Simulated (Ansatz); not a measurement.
## SrHfTe3 (built on the sites of a database entry of SrHfO3): a soft mode frozen in

Wanted: the energy along a soft mode of SrHfTe3 (built on the sites of a database entry of SrHfO3) and the structure at the end.

Program: Ansatz 0.2.0. Level of theory: DFT PBEsol, scalar-relativistic, plane waves, norm-conserving pseudopotentials. Results are calculated unless marked as measured.

The structure was built from a prototype and need not be the compound's stable phase.

### 1. The starting structure

Symmetry: Pm-3m, No. 221, cubic system. Conventional cell: a = 5.538 Å, b = 5.538 Å, c = 5.538 Å, α = 90.00°, β = 90.00°, γ = 90.00°. Nearest to Sr lie 12 Te at 3.92 Å. Hf has 6 Te at 2.77 Å nearest. Nearest to Te lie 2 Hf at 2.77 Å and 4 Sr at 3.92 Å. Farther neighbours and most contacts between anions are not listed.

### 2. Response at finite wavevector

The cell comes from relaxations at this level that are not shown. Stability and thermal properties need the whole zone. Linear response on a 2×2×2 q mesh gives force constants as far as a supercell of that size would.

Contents of input.yaml:

```yaml
crystal:
  lattice:
    - [5.5376898064, 0.0, 0.0]
    - [0.0, 5.5376898064, 0.0]
    - [0.0, 0.0, 5.5376898064]
  atoms:
    - { symbol: Sr, position: [0.5, 0.5, 0.5] }
    - { symbol: Hf, position: [0.0, 0.0, 0.0] }
    - { symbol: Te, position: [0.5, 0.0, 0.0] }
    - { symbol: Te, position: [0.0, 0.5, 0.0] }
    - { symbol: Te, position: [0.0, 0.0, 0.5] }
kpoints:
  mp_grid: { grid: [6, 6, 6] }
hamiltonian:
  xc: pbesol
  pseudopotentials: { kind: nc }
scf:
  occupations: { method: methfessel_paxton, width: 0.2 }
output:
  eigenvalues: true
phonons:
  method: dfpt
  qmesh: [2, 2, 2]
  temperatures: { t_max: 1000, t_step: 50 }
  qpath:
    path:
      - [[0.0, 0.0, 0.0], [0.0, 0.5, 0.0], [0.5, 0.5, 0.0], [0.0, 0.0, 0.0], [0.5, 0.5, 0.5], [0.0, 0.5, 0.0]]
      - [[0.5, 0.5, 0.5], [0.5, 0.5, 0.0]]
    npoints: 10
```

The run is started by

```console
$ ansatz run input.yaml --threads 8 --pin off --max-ram 14336MiB --backend cpu --events-out ev --progress --plain --runs-dir out
```

Numbers of over 12 decimals in the logs are rounded to 6 here.

The program printed:

```text
Engine: ansatz 0.2.0, aarch64-unknown-linux-gnu
Pseudopotentials: kind: nc
Pseudopotential: Sr, nc, valence charge 10, recommended cutoff 925.187132 eV (normal), Sr.nc.azcp (PseudoDojo's, or run here from an input of PseudoDojo's: the run reads no file of this project's for it)
Pseudopotential: Hf, nc, valence charge 12, recommended cutoff 789.130201 eV (normal), Hf.nc.azcp (PseudoDojo's, or run here from an input of PseudoDojo's: the run reads no file of this project's for it)
Pseudopotential: Te, nc, valence charge 16, recommended cutoff 1120 eV (normal), Te.nc.azcp (PseudoDojo's, or run here from an input of PseudoDojo's: the run reads no file of this project's for it)
Functional definition: PBEsol
  exchange = pbesol_x
  correlation = pbesol_c
Crystal: 5 atoms, lattice volume = 169.819 Å³
Basis set: ecut = 1120 eV, 14411 PW (Γ), exchange–correlation on 128×128×128 points (8 copies of the dense FFT grid, shifted against one another)
Bands: 42, of which v1, the nominal top of the filled ones, is band 35 counted from 1 (34 counted from 0)
Symmetry: 48 space group operations
k-points: 20 of 216
Non-local potential: Sr, projectors of the file, l = 0: 2, l = 1: 2, l = 2: 2
Non-local potential: Hf, projectors of the file, l = 0: 2, l = 1: 2, l = 2: 2, l = 3: 2
Non-local potential: Te, projectors of the file, l = 0: 3, l = 1: 2, l = 2: 2, l = 3: 2
Initial density: superposition of atomic densities (chi_scale 0.1, normalization cell, long waves kept (reshape's long-wave potential 0.00 eV rms))
Initial wavefunctions: pseudopotential atomic-orbital guess
Functional: x = pbesol(κ = 0.804, μ = 0.123457), c = pbesol(β = 0.046)
SCF iter   1: F=—  HF=-11009.536705 eV  |F-HF|=—  |Δ(HF+E_count)|=         —  Δρ=3.14e-2  dr2=3.06e0  ethr=3.10e-3  ⟨swp⟩=9.8  Hψ=3994  notcnv=0
preconditioner: auto → Kerker (q_TF=auto, 2.354 Å⁻¹)  [metal: Δε(μ)=0.129 eV  Ē_g=6.416 eV  σ=0.200 eV  W_gap=0.47  n_scr=32 (ndim 8)  ℏωp=14.0 eV  f_vac=0.000  D(μ)=1.28/eV (n_scr^D=6)]
SCF iter   2: F=—  HF=-11008.844435 eV  |F-HF|=—  |Δ(HF+E_count)|=   6.92e-1  S|Δr|=    0.00e0  Δρ=1.61e-2  dr2=5.83e-1  ethr=3.10e-3  ⟨swp⟩=3.1  Hψ=1434  notcnv=0  defer=18
preconditioner: auto → Resta (q_TF=auto, 2.354 Å⁻¹)  ε∞=5.4  [insulator: Δε(μ)=0.177 eV  Ē_g=6.685 eV  σ=0.200 eV  W_gap=0.67  n_scr=32 (ndim 8)  ℏωp=14.0 eV  f_vac=0.000  D(μ)=0.44/eV (n_scr^D=0)  ε∞_Penn≈5.4]
SCF iter   3: F=—  HF=-11008.669743 eV  |F-HF|=—  |Δ(HF+E_count)|=   1.75e-1  S|Δr|=    0.00e0  Δρ=4.42e-3  dr2=4.27e-2  ethr=8.34e-4  ⟨swp⟩=4.0  Hψ=1949  notcnv=0  defer=18
SCF iter   4: F=—  HF=-11008.667356 eV  |F-HF|=—  |Δ(HF+E_count)|=   2.39e-3  S|Δr|=    0.00e0  Δρ=1.36e-3  dr2=4.43e-3  ethr=6.09e-5  ⟨swp⟩=2.3  Hψ=1173  notcnv=0  defer=18
SCF iter   5: F=—  HF=-11008.668404 eV  |F-HF|=—  |Δ(HF+E_count)|=   1.05e-3  S|Δr|=    0.00e0  Δρ=2.48e-4  dr2=2.12e-4  ethr=6.33e-6  ⟨swp⟩=2.0  Hψ=1456  notcnv=0  defer=18
SCF iter   6: F=—  HF=-11008.668486 eV  |F-HF|=—  |Δ(HF+E_count)|=   8.28e-5  S|Δr|=    0.00e0  Δρ=6.60e-5  dr2=1.12e-5  ethr=3.03e-7  ⟨swp⟩=2.3  Hψ=1225  notcnv=0  defer=18
SCF iter   7: F=—  HF=-11008.668498 eV  |F-HF|=—  |Δ(HF+E_count)|=   1.14e-5  S|Δr|=    0.00e0  Δρ=1.54e-5  dr2=4.71e-7  ethr=1.61e-8  ⟨swp⟩=2.6  Hψ=1204  notcnv=0  defer=18
SCF iter   8: F=—  HF=-11008.669083 eV  |F-HF|=—  |Δ(HF+E_count)|=   5.85e-4  S|Δr|=    0.00e0  Δρ=4.65e-6  dr2=2.54e-8  ethr=6.72e-10  ⟨swp⟩=2.9  Hψ=1471  notcnv=0  defer=18
SCF iter   9: F=—  HF=-11008.669083 eV  |F-HF|=—  |Δ(HF+E_count)|=   1.08e-9  S|Δr|=    0.00e0  Δρ=1.02e-6  dr2=1.38e-9  ethr=3.63e-11  ⟨swp⟩=2.6  Hψ=1584  notcnv=0  defer=18
SCF iter  10: F=—  HF=-11008.669083 eV  |F-HF|=—  |Δ(HF+E_count)|=  1.64e-11  S|Δr|=    0.00e0  Δρ=2.64e-7  dr2=7.06e-11  ethr=1.97e-12  ⟨swp⟩=2.2  Hψ=1509  notcnv=0  defer=18
SCF iter  11: F=-11008.669083 eV  HF=-11008.669083 eV  |F-HF|=9.09e-12  |Δ(HF+E_count)|=  7.28e-12  S|Δr|=    0.00e0  Δρ=8.16e-8  dr2=7.31e-12  ethr=1.00e-12  ⟨swp⟩=15.5  Hψ=5818  notcnv=0
SCF 1 converged in 11 iterations: F = -11008.669083 eV  dr2 = 7.31e-12
Initial density: read from a saved state, or passed on in memory by an earlier SCF of this step, an earlier step, the calling program or the single point that the run made first
iter 1 solved again at ethr=1.33e-7 eV; its pass at ethr=3.10e-3 eV (dr2=9.30e-5 eV) is discarded
SCF iter   1: F=—  HF=-11008.668524 eV  |F-HF|=—  |Δ(HF+E_count)|=         —  Δρ=8.18e-7  dr2=8.06e-10  ethr=1.33e-7  ⟨swp⟩=5.8  Hψ=8003  notcnv=0
eigensolver tolerance schedule: the retry pair's looser diagonalisation over-reported the residual by 115424.77 of it (diagonalisation noise at an unbounded share of the residual, at the tolerance the schedule requests for it); recorded, not acted on — ethr = c·dr2/N_el stays at c = 1.0e-1
preconditioner: auto → Kerker (q_TF=auto, 2.354 Å⁻¹)  [metal: Δε(μ)=0.093 eV  Ē_g=6.872 eV  σ=0.200 eV  W_gap=0.38  n_scr=32 (ndim 8)  ℏωp=14.0 eV  f_vac=0.010  D(μ)=0.80/eV (n_scr^D=0)]
SCF iter   2: F=—  HF=-11008.669083 eV  |F-HF|=—  |Δ(HF+E_count)|=   5.59e-4  S|Δr|=    0.00e0  Δρ=3.74e-7  dr2=1.46e-10  ethr=1.15e-12  ⟨swp⟩=5.2  Hψ=3233  notcnv=0
SCF iter   3: F=—  HF=-11008.669083 eV  |F-HF|=—  |Δ(HF+E_count)|=  3.09e-11  S|Δr|=    0.00e0  Δρ=2.47e-7  dr2=6.71e-11  ethr=1.00e-12  ⟨swp⟩=1.1  Hψ=841  notcnv=0
SCF iter   4: F=-11008.669083 eV  HF=-11008.669083 eV  |F-HF|=7.28e-12  |Δ(HF+E_count)|=  2.36e-11  S|Δr|=    0.00e0  Δρ=6.40e-8  dr2=5.63e-12  ethr=1.00e-12  ⟨swp⟩=5.2  Hψ=3227  notcnv=0
SCF 2 converged in 4 iterations: F = -11008.669083 eV  dr2 = 5.63e-12
phonons: the bands overlap, so this run is a metal and interpolates without the dipole-dipole term. If the crystal is really an insulator or semiconductor, its LO-TO splitting is missing
NSCF: frozen V_eff on 20 k-points
WARN: eigensolver did not converge (k=6): 1 band(s) unlocked after 2 eigensolves, warm-restarted (20 sweeps on the last) at ethr=1.37e-12 eV (storage-precision floor; scheduled 1.00e-12 eV) (lowest unlocked band 41, counted from 0; max residual 1.50e-5 eV among the unlocked bands, 1.50e-5 eV over every band; other slots of this pass that fall short are told together in one closing line; warning suppressed until the next SCF loop or pass starts)
WARN: eigensolver did not converge in 3 slots of this pass, the one above among them; of largest residual over every band (k=10): 1 band(s) unlocked (lowest unlocked band 41, counted from 0; max residual 5.37e-5 eV among the unlocked bands, 5.37e-5 eV over every band); of lowest unlocked band (k=6): band 41
NSCF: frozen V_eff on 64 k-points
DFPT response loops at q = (0, 0, 0) (fractional): preconditioner auto → Kerker (q_TF=auto, 2.354 Å⁻¹) (partly filled bands, converged f_vac=0.010); β = 1.00, the filter's whole step (`scf.mixing.beta` (0.50) is not read by the response loops under this deck's `scf.mixing.preconditioner`; to damp them name `kerker` or `kerker_dos`, under which they read `scf.mixing.beta`, and type it under 1.00, their step now; both keys bind the ground state too); Broyden in place of MSR1
NSCF: frozen V_eff on 128 k-points
DFPT response loops at q = (0, 0, -0.5) (fractional): mixed as the last ones told, above
NSCF: frozen V_eff on 128 k-points
DFPT response loops at q = (0, -0.5, -0.5) (fractional): mixed as the last ones told, above
NSCF: frozen V_eff on 128 k-points
DFPT response loops at q = (-0.5, -0.5, -0.5) (fractional): mixed as the last ones told, above
SCF converged after 11 iterations
Stability not checked: this state was not tested for a lower state beside it, because cold or Methfessel-Paxton smearing, or corrected tetrahedra, fill the levels in a way that the test cannot read (fill_not_monotonic; see scf.lower_state_search)
Free energy (F): -11008.669083 eV
Harris-Foulkes:  -11008.669083 eV  (|F-HF|=9.09e-12)
Internal energy: -11008.672840 eV  (E = F + TS)
E sigma→0 (E₀):  -11008.670022 eV
Entropy (-TS):   0.003758 eV (0.752 meV/atom)
Fermi energy:    8.945613 eV
Step filling:    the computed levels leave a gap of 0.0931 eV = 0.5 smearing widths at the electron count; against every level under it full and every level over it empty, smearing changes F+E_penalty+E_count by +2.032 meV and its σ→0 estimate by +1.092 meV
--- Per-component energies (eV) ---
  E_band       = -1082.484042
  E_kinetic    = 5279.954297
  E_local      = -8426.081158  (includes V_loc(G=0)·N_el)
  E_nonlocal   = -2202.146337
  E_hartree    = 2953.965151
  E_xc         = -2596.887774
  E_vxc        = -1642.141286  (∫ρ·V_xc dr)
  E_ewald      = -6017.477020
  E_smearing   = 0.003758  (= −TS)
  E_closure    = -0.000000  (closes the sum)
  Σ components = -11008.669083   (vs F -11008.669083, Δ=0.00e0)
--- Band table (eV; the first three rows and the last of 20) ---
  k-point 0: bands = [... 31 lower, 7.6680, 8.5587, 8.5587, 8.5587, 8.7622, 8.7622, 8.7622, 9.3582, ... 3 higher]
  k-point 1: bands = [... 31 lower, 7.4139, 7.6437, 8.3022, 8.3022, 8.7966, 9.6202, 9.6202, 9.7764, ... 3 higher]
  k-point 2: bands = [... 31 lower, 6.5170, 7.0286, 8.2005, 8.2005, 8.8706, 10.5104, 10.6532, 10.6532, ... 3 higher]
  k-point 19: bands = [... 31 lower, 5.4112, 9.1691, 9.1691, 9.1691, 9.6380, 11.1163, 11.1163, 11.1163, ... 3 higher]
--- Phonons (Γ-DFPT): 4 representative perturbations + reference (Σ response iterations 11) ---
  ASR residual: 1.980e-4 → 0.000e0 eV/Å²; symmetrization residual: 2.235e-5 eV/Å²
  ASR residual per site (eV/Å²): 5.31e-5 1.04e-4 1.98e-4 1.98e-4 1.98e-4
  Γ frequencies (cm⁻¹): -58.52 -58.52 -58.52 -40.81 -40.81 -40.81 0.00 0.00 0.00 17.55 17.55 17.55 190.91 190.91 190.91
--- Phonons (arbitrary-q DFPT): 4 irreducible q on the 2×2×2 mesh ---
  q = [0.0000, 0.0000, 0.0000] (star 1, of the zone-centre solve; hermiticity 3.62e-6, symmetrization 3.62e-14): -58.52 -58.52 -58.52 -40.81 -40.81 -40.81 -0.00 0.00 0.00 17.55 17.55 17.55 190.91 190.91 190.91
  q = [0.0000, 0.0000, -0.5000] (star 3, 9 solved perturbations in 504 linear systems a pass and spin channel, the states on 64 of 216 k-point pairs; hermiticity 3.83e-6, symmetrization 1.31e-12, the responses' own estimated error 3.2e-4 eV/Å²): -51.97 -51.97 -28.36 -28.36 -15.92 -9.20 -9.20 28.55 43.66 43.66 53.31 125.34 189.03 190.79 190.79
  q = [0.0000, -0.5000, -0.5000] (star 3, 9 solved perturbations in 504 linear systems a pass and spin channel, the states on 64 of 216 k-point pairs; hermiticity 5.54e-6, symmetrization 1.32e-12, the responses' own estimated error 3.1e-4 eV/Å²): -70.11 -54.59 -54.59 -39.33 -15.00 39.18 39.18 42.07 42.07 77.76 125.83 125.83 140.33 191.59 198.36
  q = [-0.5000, -0.5000, -0.5000] (star 1, 4 solved perturbations in 184 linear systems a pass and spin channel, the states on 64 of 216 k-point pairs; hermiticity 3.49e-6, symmetrization 1.00e-12, the responses' own estimated error 2.7e-4 eV/Å²): -72.09 -72.09 -72.09 -53.86 -53.86 -53.86 74.00 74.00 74.00 117.53 117.53 125.10 125.10 125.10 207.28
  sum rule: each row above includes the acoustic sum rule's correction from the zone centre's row sums; it moved no ω² by more than (0.65 cm⁻¹)²
  mesh force constants: q→R imaginary residual 2.73e-18; ASR residual 1.980e-4 → 0.000e0 eV/Å²; symmetrization residual 3.020e-14 eV/Å²
  interpolated dispersion: 62 rows × 15 modes
  density of states and harmonic sums: on the 12×12×12 q-mesh, interpolated from the force constants of a 2×2×2 supercell (no non-analytic term)
  largest difference from the sums on the solved wave vectors: F 1.56e-1 eV, S 2.09e-4 and C_V 5.28e-5 eV/K
  zero-point energy: 0.058342 eV/cell   skipped modes (ω ≤ 0): 490, of them read as no rigid motion or as one in doubt: 487 (5.760e0 modes/cell left out, lowest -72.09 cm⁻¹)   left out of the sums: 3.84e-1 of the cell's modes: C_V's classical limit lies that fraction below 3 k_B per atom; for a crystal, a wire or a layer, F and S can be off by more, and a phonons.interpolated_qmesh denser along its periods is the remedy for the sampling
```

Elapsed: 11 min, on 8 threads of Arm Neoverse V2, shared host; peak memory 5 GiB.

Reading the cycles: dr2 is the Hartree energy of the density residual (eV), the measure of convergence; HF is the Harris–Foulkes estimate of the energy, which meets the free energy F at convergence.

Numbers from this step:

| Quantity | Value |
| --- | --- |
| volume per atom | 33.96 Å³ |
| gap on the k-mesh | 0 eV |
| sum-rule residual before enforcement | 1.98e-4 eV/Å² |
| lowest frequency on the path | -72.09 cm⁻¹ |
| point group | m-3m |
| highest frequency on the path or at a solved wavevector | 208.6 cm⁻¹ |
| highest optical mode at the zone centre (no LO-TO term) | 190.9 cm⁻¹ |
| lowest optical zone-centre mode | -58.52 cm⁻¹ |
| lowest mode on the q mesh (acoustic modes at Γ apart) | -72.09 cm⁻¹ |

Frequencies (cm⁻¹) solved at each irreducible wavevector; negative means imaginary. Frequencies by wavevector, by row:

| q in reciprocal lattice units | star | mode 1 | mode 2 | mode 3 | mode 4 | mode 13 | mode 14 | mode 15 |
| --- | --- | --- | --- | --- | --- | --- | --- | --- |
| 0 0 0 | 1 | -58.5 | -58.5 | -58.5 | -40.8 | 190.9 | 190.9 | 190.9 |
| 0 0 -0.5 | 3 | -52 | -52 | -28.4 | -28.4 | 189 | 190.8 | 190.8 |
| 0 -0.5 -0.5 | 3 | -70.1 | -54.6 | -54.6 | -39.3 | 140.3 | 191.6 | 198.4 |
| -0.5 -0.5 -0.5 | 1 | -72.1 | -72.1 | -72.1 | -53.9 | 125.1 | 125.1 | 207.3 |

Interpolated from a 2×2×2 q mesh. Phonon branches along the path, in cm⁻¹:

| point | branch 1 | branch 2 | branch 3 | branch 4 | branch 12 | branch 13 | branch 14 | branch 15 |
| --- | --- | --- | --- | --- | --- | --- | --- | --- |
| Γ | -58 | -58 | -58 | -41 | 18 | 191 | 191 | 191 |
| halfway | -56 | -56 | -35 | -32 | 87 | 191 | 191 | 191 |
| X | -52 | -52 | -28 | -28 | 125 | 189 | 191 | 191 |
| halfway | -56 | -52 | -46 | -42 | 126 | 165 | 191 | 199 |
| M | -70 | -55 | -55 | -39 | 126 | 140 | 192 | 198 |
| halfway | -51 | -51 | -47 | -45 | 89 | 177 | 191 | 198 |
| Γ | -58 | -58 | -58 | -41 | 18 | 191 | 191 | 191 |
| halfway | -52 | -50 | -50 | -46 | 92 | 174 | 174 | 206 |
| R | -72 | -72 | -72 | -54 | 125 | 125 | 125 | 207 |
| halfway | -58 | -56 | -49 | -47 | 126 | 156 | 171 | 207 |
| X | -52 | -52 | -28 | -28 | 125 | 189 | 191 | 191 |
| jump to R | -72 | -72 | -72 | -54 | 125 | 125 | 125 | 207 |
| halfway | -71 | -58 | -58 | -48 | 125 | 129 | 161 | 208 |
| M | -70 | -55 | -55 | -39 | 126 | 140 | 192 | 198 |

Symmetry leaves 4 wavevectors to solve. The lowest mode among them, the acoustic zeros apart, lies at q = (-0.5, -0.5, -0.5) and is imaginary, 72.1i cm⁻¹, so the energy falls along it.

### 3. The mode frozen in, largest atomic shift 0 Å

The mode followed lies at q = (-0.5, -0.5, -0.5) with frequency 72.1i cm⁻¹ and is 3-fold degenerate, the softest among the wavevectors solved. At small amplitude the distorted cell has space group no. 167 by a symmetry search on the positions. The undistorted cell that holds it gives the zero of energy on the same k mesh.

System of this step: SrHfTe3 (built on the sites of a database entry of SrHfO3). The structure is cubic, space group Pm-3m (No. 221). Conventional cell: a = 5.538 Å, b = 5.538 Å, c = 5.538 Å, α = 90.00°, β = 90.00°, γ = 90.00°. Sr has 12 Te at 3.92 Å nearest. Nearest to Hf lie 6 Te at 2.77 Å. Nearest to Te lie 2 Hf at 2.77 Å and 4 Sr at 3.92 Å. Farther neighbours and most contacts between anions are not listed.

Contents of input.yaml:

```yaml
crystal:
  lattice:
    - [5.5376898064, 5.5376898064, 0.0]
    - [5.5376898064, 0.0, 5.5376898064]
    - [5.5376898064, 0.0, -5.5376898064]
  atoms:
    - { symbol: Sr, position: [0.5, 0.25, 0.75] }
    - { symbol: Sr, position: [0.5, 0.75, 0.25] }
    - { symbol: Hf, position: [0.0, 0.0, 0.0] }
    - { symbol: Hf, position: [0.0, 0.5, 0.5] }
    - { symbol: Te, position: [0.0, 0.25, 0.25] }
    - { symbol: Te, position: [0.0, 0.75, 0.75] }
    - { symbol: Te, position: [0.5, 0.75, 0.75] }
    - { symbol: Te, position: [0.5, 0.25, 0.25] }
    - { symbol: Te, position: [0.0, 0.25, 0.75] }
    - { symbol: Te, position: [0.0, 0.75, 0.25] }
kpoints:
  mp_grid: { grid: [6, 6, 6] }
hamiltonian:
  xc: pbesol
  pseudopotentials: { kind: nc }
scf:
  occupations: { method: methfessel_paxton, width: 0.2 }
output:
  forces: true
  stress: true
  eigenvalues: true
```

The program printed:

```text
[...]
Crystal: 10 atoms, lattice volume = 339.638 Å³
Basis set: ecut = 1120 eV, 28811 PW (Γ), exchange–correlation on 180×180×180 points (8 copies of the dense FFT grid, shifted against one another)
Bands: 84, of which v1, the nominal top of the filled ones, is band 70 counted from 1 (69 counted from 0)
Symmetry: 96 space group operations
[...]
k-points: 16 of 216
[...]
k-point 0: bands = [... 66 lower, 8.5605, 8.7359, 8.7359, 8.7359, 9.1799, 9.1799, 9.1799, 9.3581, ... 10 higher]
  k-point 1: bands = [... 66 lower, 8.2993, 8.8620, 8.8620, 9.0403, 9.1195, 9.2051, 9.2051, 9.6881, ... 10 higher]
  k-point 2: bands = [... 66 lower, 8.0098, 8.3171, 8.3171, 8.7012, 9.4874, 9.7176, 9.7176, 10.1409, ... 10 higher]
  k-point 15: bands = [... 66 lower, 7.5156, 7.5968, 7.6128, 8.6137, 9.6385, 10.5529, 10.5556, 10.7754, ... 10 higher]
[key lines of the parts left out:]
SCF converged after 10 iterations
Free energy (F): -22017.300243 eV
Fermi energy:    9.031126 eV
P = ⅓ Tr σ = 0.1369 GPa (1.369 kbar)
```

The job ended after 13 s (8 threads; peak memory 5.2 GiB; 1.7 min of CPU time).

This step gave:

```yaml
pressure: 0.1369 GPa
energy_from_the_undistorted_cell: 0 meV/atom
```

The run ends at a pressure of 0.14 GPa.

### 4. The mode frozen in, largest atomic shift 0.6 Å

The atoms are moved along the unstable eigenvector, the largest shift by 0.6 Å, with the cell fixed.

input.yaml, the sections that differ from step 3:

```yaml
crystal:
  lattice:
    - [5.5376898064, 5.5376898064, 0.0]
    - [5.5376898064, 0.0, 5.5376898064]
    - [5.5376898064, 0.0, -5.5376898064]
  atoms:
    - { symbol: Sr, position: [0.5, 0.25, 0.75] }
    - { symbol: Sr, position: [0.5, 0.75, 0.25] }
    - { symbol: Hf, position: [0.0, 0.0, 0.0] }
    - { symbol: Hf, position: [0.0, 0.5, 0.5] }
    - { symbol: Te, position: [-0.07661391, 0.25, 0.32661391] }
    - { symbol: Te, position: [0.07661391, 0.75, 0.67338609] }
    - { symbol: Te, position: [0.5, 0.82661391, 0.75] }
    - { symbol: Te, position: [0.5, 0.17338609, 0.25] }
    - { symbol: Te, position: [-0.07661391, 0.32661391, 0.82661391] }
    - { symbol: Te, position: [0.07661391, 0.67338609, 0.17338609] }
# kpoints, hamiltonian, scf, output: as in step 3
```

The program printed:

```text
[...]
Crystal: 10 atoms, lattice volume = 339.638 Å³
Basis set: ecut = 1120 eV, 28811 PW (Γ), exchange–correlation on 180×180×180 points (8 copies of the dense FFT grid, shifted against one another)
Bands: 84, of which v1, the nominal top of the filled ones, is band 70 counted from 1 (69 counted from 0)
Symmetry: 12 space group operations
[...]
k-points: 32 of 216
[...]
k-point 0: bands = [... 66 lower, 7.9718, 8.1759, 8.1759, 8.5641, 8.7961, 8.8364, 8.8364, 10.3382, ... 7 higher]
  k-point 1: bands = [... 66 lower, 7.9506, 8.0301, 8.0543, 8.3421, 9.0167, 9.0847, 9.1971, 10.3675, ... 7 higher]
  k-point 2: bands = [... 66 lower, 7.7396, 7.8088, 8.0554, 8.1781, 9.3867, 9.4292, 9.6270, 10.2433, ... 7 higher]
  k-point 31: bands = [... 66 lower, 7.6500, 7.6500, 7.6500, 7.6500, 9.7957, 9.7957, 10.1213, 10.1213, ... 7 higher]
[key lines of the parts left out:]
SCF converged after 9 iterations
Free energy (F): -22018.823558 eV
Fermi energy:    8.539266 eV
P = ⅓ Tr σ = -1.2207 GPa (-12.207 kbar)
```

It took 27 s on 8 threads; peak memory 6.3 GiB.

Numbers from this step:

- pressure: -1.221 GPa
- energy from the undistorted cell: -152.3 meV/atom

The energy, extrapolated to zero smearing, is -152.30 meV/atom against the undistorted cell.

The run ends at a pressure of -1.22 GPa, with forces up to 0.27 eV/Å.

(Part 1 of 2 ends here.)

[Logs are printed without paths, hosts, clocks, repeated set-up lines and the standing remarks that a program may print on its own settings, such as how far it seeks lower states.]

[Hosts, paths, dates, database ids (printed as entryN), source tags and the programs' standing remarks are cut or masked in the printed files.]
